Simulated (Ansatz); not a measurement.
**How fast states decay through PbCl2F2**

A new crystal, PbCl2F2: structure, gap and complex bands. It is built by putting Cl for part of the F in the PbF4 structure of space group I4/mmm, with the volume rescaled by atomic radii. The parent structure comes from the Materials Project.

Program: Ansatz 0.2.0. Level of theory: PBE DFT, plane waves, PAW files, in the first sound run; inputs show where later runs differ. Results are calculated unless marked as measured.

The structure was built from a prototype and need not be the compound's stable phase.

### 1. The starting structure

The structure is tetragonal, space group I4/mmm (No. 139). The conventional cell has a = 4.833 Å, b = 4.833 Å, c = 8.854 Å, α = 90.00°, β = 90.00°, γ = 90.00°. Nearest to Pb lie 2 F at 2.23 Å and 4 Cl at 2.42 Å. Nearest to F lie 1 Pb at 2.23 Å. Nearest to Cl lie 2 Pb at 2.42 Å. It derives from PbF4. Cl for part of the F in the PbF4 structure of space group I4/mmm. Farther neighbours and most contacts between anions are not listed.

### 2. Relaxing the new crystal

The substituted atoms don't fit the parent's cell, so cell and atoms relax together. A small smearing keeps the run stable in case the gap closes on the way.

input.yaml

```yaml
crystal:
  lattice:
    - [-2.4163741766, 2.4163741766, 4.426988409]
    - [2.4163741766, -2.4163741766, 4.426988409]
    - [2.4163741766, 2.4163741766, -4.426988409]
  atoms:
    - { symbol: Pb, position: [0.0, 0.0, 0.0] }
    - { symbol: F, position: [0.74815282, 0.74815282, 0.0] }
    - { symbol: Cl, position: [0.5, 0.0, 0.5] }
    - { symbol: Cl, position: [0.0, 0.5, 0.5] }
    - { symbol: F, position: [0.25184718, 0.25184718, 0.0] }
kpoints:
  mp_grid: { grid: [6, 6, 6] }
scf:
  occupations: { method: gaussian, width: 0.03 }
hamiltonian:
  xc: pbe
output:
  forces: true
  stress: true
relax:
  f_tol: 0.02
  max_steps: 60
  cell: {}
```

Launch:

```bash
> ansatz run input.yaml --threads 2 --pin off --max-ram 4096MiB --backend cpu --events-out ev --progress --plain --runs-dir out
```

Numbers of over 12 decimals in the logs are rounded to 6 here.

What it wrote:

```text
Engine: ansatz 0.2.0, aarch64-unknown-linux-gnu
Pseudopotentials: kind: paw
Pseudopotential: Pb, paw, valence charge 14, recommended cutoff 420 eV (normal), Pb.paw.azcp
Pseudopotential: F, paw, valence charge 7, recommended cutoff 420 eV (normal), F.paw.azcp
Pseudopotential: Cl, paw, valence charge 7, recommended cutoff 420 eV (normal), Cl.paw.azcp
Functional definition: PBE
  parameter kappa = 0.804
  parameter beta = 0.066725
  exchange = pbe_x(kappa = kappa, mu = beta*pi^2/3)
  correlation = pbe_c(beta = beta)
Crystal: 5 atoms, lattice volume = 103.394 Å³
Basis set: ecut = 420 eV, 2027 PW (Γ), exchange–correlation on 80×80×80 points (8 copies of the dense FFT grid, shifted against one another)
Bands: 26, of which v1, the nominal top of the filled ones, is band 21 counted from 1 (20 counted from 0)
Symmetry: 16 space group operations
Space group: I4/mmm (ITA 139), of the structure as read, at distance tolerance 4.7e-5 Å
k-points: 30 of 216
Non-local potential: Pb, projectors of the file, l = 0: 2, l = 1: 2, l = 2: 2, l = 3: 2
Non-local potential: F, projectors of the file, l = 0: 2, l = 1: 2, l = 2: 1
Non-local potential: Cl, projectors of the file, l = 0: 2, l = 1: 2, l = 2: 2
PAW form: soft (Blöchl's): semilocal exchange-correlation on the pseudo side does not see the compensation charge
PAW one-centre angular grid: Pb, 590 points (default); XC on 64 Gauss nodes
PAW one-centre angular grid: F, 110 points (default); XC on 64 Gauss nodes
PAW one-centre angular grid: Cl, 110 points (default); XC on 64 Gauss nodes
Initial density: superposition of atomic densities (neutral atoms: chi_scale 0, normalization atom), corrected by the library's trained network
Initial wavefunctions: pseudopotential atomic-orbital guess
Functional: x = pbe(κ = 0.804, μ = 0.219515), c = pbe(β = 0.066725)
SCF iter   1: F=—  HF=-15680.627924 eV  |F-HF|=—  |Δ(HF+E_count)|=         —  Δρ=5.60e-3  dr2=1.35e-2  ethr=1.77e-3  ⟨swp⟩=7.8  Hψ=4162  notcnv=0
preconditioner: auto → Resta (q_TF=auto, 2.348 Å⁻¹)  ε∞=3.4  [insulator: Δε(μ)=0.152 eV  Ē_g=15.175 eV  σ=0.030 eV  W_gap=1.00  n_scr=22 (ndim 8)  ℏωp=23.7 eV  f_vac=0.108  D(μ)=0.00/eV (n_scr^D=0)  ε∞_Penn≈3.4]
SCF iter   2: F=—  HF=-15680.625421 eV  |F-HF|=—  |Δ(HF+E_count)|=   2.50e-3  Δρ=2.31e-3  dr2=2.92e-3  ethr=3.23e-5  ⟨swp⟩=2.6  Hψ=1631  notcnv=0  defer=29
SCF iter   3: F=—  HF=-15680.624880 eV  |F-HF|=—  |Δ(HF+E_count)|=   5.41e-4  Δρ=1.47e-3  dr2=1.19e-3  ethr=6.94e-6  ⟨swp⟩=2.0  Hψ=1459  notcnv=0  defer=29
SCF iter   4: F=—  HF=-15680.624649 eV  |F-HF|=—  |Δ(HF+E_count)|=   2.31e-4  Δρ=2.26e-4  dr2=6.49e-5  ethr=2.82e-6  ⟨swp⟩=2.2  Hψ=1099  notcnv=0  defer=29
SCF iter   5: F=—  HF=-15680.624664 eV  |F-HF|=—  |Δ(HF+E_count)|=   1.54e-5  Δρ=6.51e-5  dr2=5.25e-6  ethr=1.54e-7  ⟨swp⟩=2.8  Hψ=1344  notcnv=0  defer=29
SCF iter   6: F=—  HF=-15680.624669 eV  |F-HF|=—  |Δ(HF+E_count)|=   4.46e-6  Δρ=1.25e-5  dr2=3.22e-7  ethr=1.25e-8  ⟨swp⟩=2.7  Hψ=1391  notcnv=0  defer=29
SCF iter   7: F=-15680.624669 eV  HF=-15680.624669 eV  |F-HF|=1.91e-8  |Δ(HF+E_count)|=   4.01e-7  Δρ=3.40e-6  dr2=1.86e-8  ethr=2.38e-10  ⟨swp⟩=4.7  Hψ=2844  notcnv=0
SCF 1 converged in 7 iterations: F = -15680.624669 eV  dr2 = 1.86e-8
  greatest PAW one-centre occupation: 0.984 electrons in one spin orbital (limit 2), on the Pb atom at site 0 (counted from 0), in its partial waves of l = 2
relax step   1: F+E_penalty+E_count = -15680.62466924 eV  Δ(F+E_penalty+E_count) = +0.000e0 eV  max|allowed force component| = 1.813e0 eV/Å  Δτ_max = 0.0000 Å  P = +5.658 GPa  Ω = 103.394 Å³  (7 SCF iters, dr2 threshold 1.00e-7 eV, accepted)
Crystal: 5 atoms, lattice volume = 111.975 Å³
Basis set: ecut = 420 eV, 2203 PW (Γ), exchange–correlation on 80×80×80 points (8 copies of the dense FFT grid, shifted against one another)
Initial density: handed on by an earlier stage of this run
Initial wavefunctions: those handed on with the density
iter 1 solved again at ethr=3.55e-4 eV; its pass at ethr=3.10e-3 eV (dr2=1.49e-1 eV) is discarded
SCF iter   1: F=—  HF=-15681.597422 eV  |F-HF|=—  |Δ(HF+E_count)|=         —  Δρ=3.01e-2  dr2=1.48e-1  ethr=3.55e-4  ⟨swp⟩=1.5  Hψ=5240  notcnv=0
preconditioner: auto → Resta (q_TF=auto, 2.317 Å⁻¹)  ε∞=3.2  [insulator: Δε(μ)=0.496 eV  Ē_g=15.176 eV  σ=0.030 eV  W_gap=1.00  n_scr=22 (ndim 8)  ℏωp=22.7 eV  f_vac=0.156  D(μ)=0.00/eV (n_scr^D=0)  ε∞_Penn≈3.2]
SCF iter   2: F=—  HF=-15681.601195 eV  |F-HF|=—  |Δ(HF+E_count)|=   3.77e-3  Δρ=1.47e-2  dr2=3.55e-2  ethr=3.53e-4  ⟨swp⟩=2.3  Hψ=952  notcnv=0
SCF iter   3: F=—  HF=-15681.609381 eV  |F-HF|=—  |Δ(HF+E_count)|=   8.19e-3  Δρ=3.02e-3  dr2=6.11e-3  ethr=8.45e-5  ⟨swp⟩=2.8  Hψ=1271  notcnv=0
SCF iter   4: F=—  HF=-15681.608908 eV  |F-HF|=—  |Δ(HF+E_count)|=   4.73e-4  Δρ=1.25e-3  dr2=1.60e-3  ethr=1.46e-5  ⟨swp⟩=2.0  Hψ=1756  notcnv=0  defer=27
SCF iter   5: F=—  HF=-15681.608753 eV  |F-HF|=—  |Δ(HF+E_count)|=   1.55e-4  Δρ=3.39e-4  dr2=1.54e-4  ethr=3.80e-6  ⟨swp⟩=2.1  Hψ=1024  notcnv=0  defer=27
SCF iter   6: F=—  HF=-15681.608805 eV  |F-HF|=—  |Δ(HF+E_count)|=   5.15e-5  Δρ=7.08e-5  dr2=8.21e-6  ethr=3.68e-7  ⟨swp⟩=2.1  Hψ=1038  notcnv=0  defer=27
SCF iter   7: F=-15681.608810 eV  HF=-15681.608810 eV  |F-HF|=2.57e-7  |Δ(HF+E_count)|=   5.32e-6  Δρ=9.69e-6  dr2=2.09e-7  ethr=1.19e-9  ⟨swp⟩=3.9  Hψ=3446  notcnv=0
SCF 2 converged in 7 iterations: F = -15681.608810 eV  dr2 = 2.09e-7
relax step   2: F+E_penalty+E_count = -15681.60881022 eV  Δ(F+E_penalty+E_count) = -9.841e-1 eV  max|allowed force component| = 4.662e-1 eV/Å  Δτ_max = 0.1425 Å  P = +2.290 GPa  Ω = 111.975 Å³  energy of the carried Pulay correction = -1.282e-2 eV  (7 SCF iters, dr2 threshold 5.00e-7 eV, accepted)
Crystal: 5 atoms, lattice volume = 119.707 Å³
Basis set: ecut = 420 eV, 2375 PW (Γ), exchange–correlation on 80×80×80 points (8 copies of the dense FFT grid, shifted against one another)
iter 1 solved again at ethr=1.95e-4 eV; its pass at ethr=3.10e-3 eV (dr2=8.18e-2 eV) is discarded
SCF iter   1: F=—  HF=-15681.679276 eV  |F-HF|=—  |Δ(HF+E_count)|=         —  Δρ=2.25e-2  dr2=8.01e-2  ethr=1.95e-4  ⟨swp⟩=1.5  Hψ=4609  notcnv=0
preconditioner: auto → Resta (q_TF=auto, 2.291 Å⁻¹)  ε∞=3.1  [insulator: Δε(μ)=0.487 eV  Ē_g=15.140 eV  σ=0.030 eV  W_gap=1.00  n_scr=22 (ndim 8)  ℏωp=22.0 eV  f_vac=0.204  D(μ)=0.00/eV (n_scr^D=0)  ε∞_Penn≈3.1]
SCF iter   2: F=—  HF=-15681.685151 eV  |F-HF|=—  |Δ(HF+E_count)|=   5.87e-3  Δρ=1.11e-2  dr2=1.86e-2  ethr=1.91e-4  ⟨swp⟩=3.1  Hψ=1205  notcnv=0
SCF iter   3: F=—  HF=-15681.690900 eV  |F-HF|=—  |Δ(HF+E_count)|=   5.75e-3  Δρ=2.77e-3  dr2=5.73e-3  ethr=4.44e-5  ⟨swp⟩=2.5  Hψ=1267  notcnv=0
[...]
[... from here on, the SCF cycles and remarks between the steps are left out ...]
relax step   4: F+E_penalty+E_count = -15681.69681805 eV  Δ(F+E_penalty+E_count) = -6.828e-3 eV  max|allowed force component| = 1.532e-1 eV/Å  Δτ_max = 0.0227 Å  P = -0.489 GPa  Ω = 121.685 Å³  energy of the carried Pulay correction = -2.616e-2 eV  (6 SCF iters, dr2 threshold 5.00e-7 eV, accepted)
relax step   5: F+E_penalty+E_count = -15681.69985792 eV  Δ(F+E_penalty+E_count) = -3.040e-3 eV  max|allowed force component| = 1.020e-2 eV/Å  Δτ_max = 0.0021 Å  P = -0.015 GPa  Ω = 120.888 Å³  energy of the carried Pulay correction = -2.510e-2 eV  (5 SCF iters, dr2 threshold 5.00e-7 eV, accepted)
relax step   6: F+E_penalty+E_count = -15681.70001696 eV  Δ(F+E_penalty+E_count) = -1.590e-4 eV  max|allowed force component| = 2.890e-4 eV/Å  Δτ_max = 0.0018 Å  P = -0.001 GPa  Ω = 120.786 Å³  energy of the carried Pulay correction = -2.497e-2 eV  (5 SCF iters, dr2 threshold 1.61e-8 eV, accepted)
relax step   7: F+E_penalty+E_count = -15681.78604572 eV  Δ(F+E_penalty+E_count) = -8.603e-2 eV  max|allowed force component| = 3.073e-3 eV/Å  Δτ_max = 0.0000 Å  P = +1.086 GPa  Ω = 120.786 Å³  stress off target by 1.39e0 GPa  SCF on the basis re-selected at this cell (its energy is not comparable with the rows above)  (8 SCF iters)
relax step   8: F+E_penalty+E_count = -15681.79575052 eV  Δ(F+E_penalty+E_count) = -9.705e-3 eV  max|allowed force component| = 4.830e-3 eV/Å  Δτ_max = 0.0381 Å  P = +0.346 GPa  Ω = 125.107 Å³  energy of the carried Pulay correction = -6.413e-3 eV  (6 SCF iters, dr2 threshold 5.00e-7 eV, accepted)
relax step   9: F+E_penalty+E_count = -15681.79301093 eV  Δ(F+E_penalty+E_count) = +2.740e-3 eV  max|allowed force component| = 1.648e-2 eV/Å  Δτ_max = 0.0358 Å  P = +0.041 GPa  Ω = 128.255 Å³  energy of the carried Pulay correction = -1.221e-2 eV  (6 SCF iters, dr2 threshold 3.71e-7 eV, accepted)
relax step  10: F+E_penalty+E_count = -15681.79212801 eV  Δ(F+E_penalty+E_count) = +8.829e-4 eV  max|allowed force component| = 4.311e-3 eV/Å  Δτ_max = 0.0065 Å  P = +0.000 GPa  Ω = 128.754 Å³  energy of the carried Pulay correction = -1.319e-2 eV  (6 SCF iters, dr2 threshold 4.42e-8 eV, accepted)
relax step  11: F+E_penalty+E_count = -15681.80703357 eV  Δ(F+E_penalty+E_count) = -1.491e-2 eV  max|allowed force component| = 5.358e-3 eV/Å  Δτ_max = 0.0000 Å  P = +0.054 GPa  Ω = 128.754 Å³  stress off target by 1.53e-1 GPa  SCF on the basis re-selected at this cell (its energy is not comparable with the rows above)  (7 SCF iters)
relax step  12: F+E_penalty+E_count = -15681.80630153 eV  Δ(F+E_penalty+E_count) = +7.320e-4 eV  max|allowed force component| = 1.807e-3 eV/Å  Δτ_max = 0.0207 Å  P = +0.013 GPa  Ω = 130.195 Å³  energy of the carried Pulay correction = -1.490e-3 eV  (6 SCF iters, dr2 threshold 5.82e-8 eV, accepted)
relax step  13: F+E_penalty+E_count = -15681.80575174 eV  Δ(F+E_penalty+E_count) = +5.498e-4 eV  max|allowed force component| = 1.947e-3 eV/Å  Δτ_max = 0.0096 Å  P = +0.008 GPa  Ω = 130.816 Å³  energy of the carried Pulay correction = -2.160e-3 eV  (7 SCF iters, dr2 threshold 8.00e-9 eV, accepted)
Basis set: ecut = 420 eV, 2519 PW (Γ), exchange–correlation on 90×90×90 points (8 copies of the dense FFT grid, shifted against one another)
iter 1 solved again at ethr=1.36e-7 eV; its pass at ethr=3.10e-3 eV (dr2=5.71e-5 eV) is discarded
SCF iter   1: F=—  HF=-15681.807312 eV  |F-HF|=—  |Δ(HF+E_count)|=         —  Δρ=1.37e-4  dr2=2.26e-6  ethr=1.36e-7  ⟨swp⟩=3.5  Hψ=6471  notcnv=0
preconditioner: auto → Resta (q_TF=auto, 2.258 Å⁻¹)  ε∞=3.0  [insulator: Δε(μ)=0.187 eV  Ē_g=14.880 eV  σ=0.030 eV  W_gap=1.00  n_scr=22 (ndim 8)  ℏωp=21.0 eV  f_vac=0.252  D(μ)=0.00/eV (n_scr^D=0)  ε∞_Penn≈3.0]
SCF iter   2: F=—  HF=-15681.807951 eV  |F-HF|=—  |Δ(HF+E_count)|=   6.39e-4  Δρ=6.70e-5  dr2=1.07e-6  ethr=5.39e-9  ⟨swp⟩=2.0  Hψ=1405  notcnv=0
SCF iter   3: F=—  HF=-15681.808089 eV  |F-HF|=—  |Δ(HF+E_count)|=   1.37e-4  Δρ=3.48e-5  dr2=2.59e-7  ethr=2.54e-9  ⟨swp⟩=2.0  Hψ=1067  notcnv=0
SCF iter   4: F=—  HF=-15681.808129 eV  |F-HF|=—  |Δ(HF+E_count)|=   3.98e-5  Δρ=3.37e-6  dr2=3.11e-9  ethr=6.18e-10  ⟨swp⟩=2.0  Hψ=1404  notcnv=0
SCF iter   5: F=—  HF=-15681.808129 eV  |F-HF|=—  |Δ(HF+E_count)|=   2.74e-7  Δρ=6.09e-7  dr2=2.62e-10  ethr=7.41e-12  ⟨swp⟩=2.0  Hψ=1156  notcnv=0
SCF iter   6: F=-15681.808129 eV  HF=-15681.808129 eV  |F-HF|=8.37e-11  |Δ(HF+E_count)|=   1.82e-9  Δρ=9.41e-8  dr2=7.49e-12  ethr=1.00e-12  ⟨swp⟩=5.1  Hψ=3040  notcnv=0
SCF 14 converged in 6 iterations: F = -15681.808129 eV  dr2 = 7.49e-12
relax step  14: F+E_penalty+E_count = -15681.80812891 eV  Δ(F+E_penalty+E_count) = -2.377e-3 eV  max|allowed force component| = 1.616e-3 eV/Å  Δτ_max = 0.0000 Å  P = +0.013 GPa  Ω = 130.816 Å³  stress off target by 3.53e-2 GPa  SCF on the basis re-selected at this cell (its energy is not comparable with the rows above)  (6 SCF iters)
basis re-selected at this cell: Δ(F+E_penalty+E_count) = -2.377e-3 eV, ΔP = +0.006 GPa vs the last step (what re-selecting the basis moved, of the pressure what is left beyond the Pulay correction that the steps carried, after the strain that the cell walked since its last selection, with what the two solves' SCF thresholds leave and, on support functions, any second-order correction that the steps lacked; it is no measure of the basis error at this ecutwfc). The dense FFT grid was sized anew with the basis: this SCF ran on 45×45×45 points, the steps before it on 40×40×40, so part of this shift can come from that change (see relax.cell in the input reference). [rest of the remark cut]
SCF converged after 6 iterations
Free energy (F): -15681.808129 eV
Harris-Foulkes:  -15681.808129 eV  (|F-HF|=8.37e-11)
Internal energy: -15681.808129 eV  (E = F + TS)
E sigma→0 (E₀):  -15681.808129 eV
Entropy (-TS):   -0.000000 eV (-0.000 meV/atom)
Fermi energy:    0.332668 eV
--- Per-component energies (eV) ---
  E_band       = -339.336592
  E_kinetic    = 1018.922598
  E_local      = -3768.547322  (includes V_loc(G=0)·N_el)
  E_nonlocal   = 558.150214
  E_hartree    = 1449.627656
  E_xc         = -587.228419
  E_vxc        = -571.949851  (∫ρ·V_xc dr)
  E_paw        = -12134.363387  (= ΣΔE_a)
  E_vpaw       = -475.171807  (= ΣTr[D̂ρ^β])
  E_aug_tail   = 0.004296  (compensation charges beyond the density's cutoff)
  E_ewald      = -2218.373765
  E_smearing   = -0.000000  (= −TS)
  E_closure    = 0.000000  (closes the sum)
  Σ components = -15681.808129   (vs F -15681.808129, Δ=0.00e0)
--- Forces (eV/Å), atoms counted from 1 ---
  atom   1  Pb    -0.00000000     0.00000000     0.00000000
  atom   2  F      0.00000000    -0.00000000     0.00161588
  atom   3  Cl     0.00000000     0.00000000    -0.00000000
  atom   4  Cl     0.00000000     0.00000000    -0.00000000
  atom   5  F      0.00000000    -0.00000000    -0.00161588
  max |Σ_I F_I| component: 8.67e-19 eV/Å
--- Stress (GPa, compression-positive) ---
        0.002050       0.000000      -0.000000
        0.000000       0.002050      -0.000000
       -0.000000      -0.000000       0.035307
  P = ⅓ Tr σ = 0.0131 GPa (0.131 kbar)
--- Relaxed structure (11 steps of the walk, 11 accepted, 3 SCFs on fresh bases) ---
  F+E_penalty+E_count = -15681.80812891 eV   max|allowed force component| = 1.616e-3 eV/Å   (the final SCF, on the basis selected at the relaxed cell)
  cell:  # Å, volume = 130.8160 Å³
    - [-2.631544, 2.631544, 4.722582]
    - [2.631544, -2.631544, 4.722582]
    - [2.631544, 2.631544, -4.722582]
  atoms:
    - { symbol: Pb, position: [-6.367592114611094e-19, -6.367592114611095e-19, 0] }
    - { symbol: F, position: [0.786505, 0.786505, 0] }
    - { symbol: Cl, position: [0.500000, -6.367592114611096e-19, 0.500000] }
    - { symbol: Cl, position: [-6.367592114611094e-19, 0.500000, 0.500000] }
    - { symbol: F, position: [0.213495, 0.213495, 0] }
```

Wall time 30 s (2 threads of Arm Neoverse V2, shared host); peak memory 0.46 GiB.

Relaxation path:

```
step  energy less that of the first step (eV)  largest force component (eV/Å)  pressure (GPa)  volume (Å³)
   1                                   0.0000                          1.8131            5.66       103.39
   2                                  -0.9841                          0.4662            2.29       111.98
   3                                  -1.0653                          0.3977            1.23       119.71
   4                                  -1.0721                          0.1532           -0.49       121.69
   5                                  -1.0752                          0.0102           -0.01       120.89
   6                                  -1.0753                          0.0003            0.00       120.79
  7*                                  -1.1614                          0.0031            1.09       120.79
   8                                  -1.1711                          0.0048            0.35       125.11
   9                                  -1.1683                          0.0165            0.04       128.25
  10                                  -1.1675                          0.0043            0.00       128.75
 11*                                  -1.1824                          0.0054            0.05       128.75
  12                                  -1.1816                          0.0018            0.01       130.19
  13                                  -1.1811                          0.0019            0.01       130.82
 14*                                  -1.1835                          0.0016            0.01       130.82
```

Relaxation steps marked * repeat the geometry before them on a plane-wave basis chosen anew for their cell, so energy and pressure can jump there.

Forces are held to the 16 operations that the run works with; a distortion that breaks them can't arise in this run.

```
conventional cell, symmetrised  before  after   change
                         a (Å)   4.833  5.263   +8.9 %
                         b (Å)   4.833  5.263   +8.9 %
                         c (Å)   8.854  9.445   +6.7 %
              volume (Å³/atom)   20.68  26.16  +26.5 %
```

The atoms that moved most (Å, as changes of fractional coordinates times the final cell):

```
atom     dx     dy      dz  length
  F2  0.000  0.000   0.362   0.362
  F5  0.000  0.000  -0.362   0.362
```

The relaxed structure:

```xyz
5
Lattice="-2.6315 2.6315 4.7226 2.6315 -2.6315 4.7226 2.6315 2.6315 -4.7226" Properties=species:S:1:pos:R:3 pbc="T T T"
Pb    0.0000    0.0000    0.0000
F     0.0000    0.0000    7.4287
Cl    0.0000    2.6315    0.0000
Cl    2.6315    0.0000    0.0000
F     0.0000    0.0000    2.0165
```

Numbers from this step:

| Quantity | Value |
| --- | --- |
| free energy | -15681.8081 eV |
| Fermi energy | 0.3327 eV |
| pressure | 0.01314 GPa |

The largest force component on a free atom ends at 0.0016 eV/Å.

(Part 1 of 4 ends here.)

[Logs are printed without paths, hosts, clocks, repeated set-up lines and the standing remarks that a program may print on its own settings, such as how far it seeks lower states.]

[Hosts, paths, dates, database ids (printed as entryN), source tags and the programs' standing remarks are cut or masked in the printed files.]
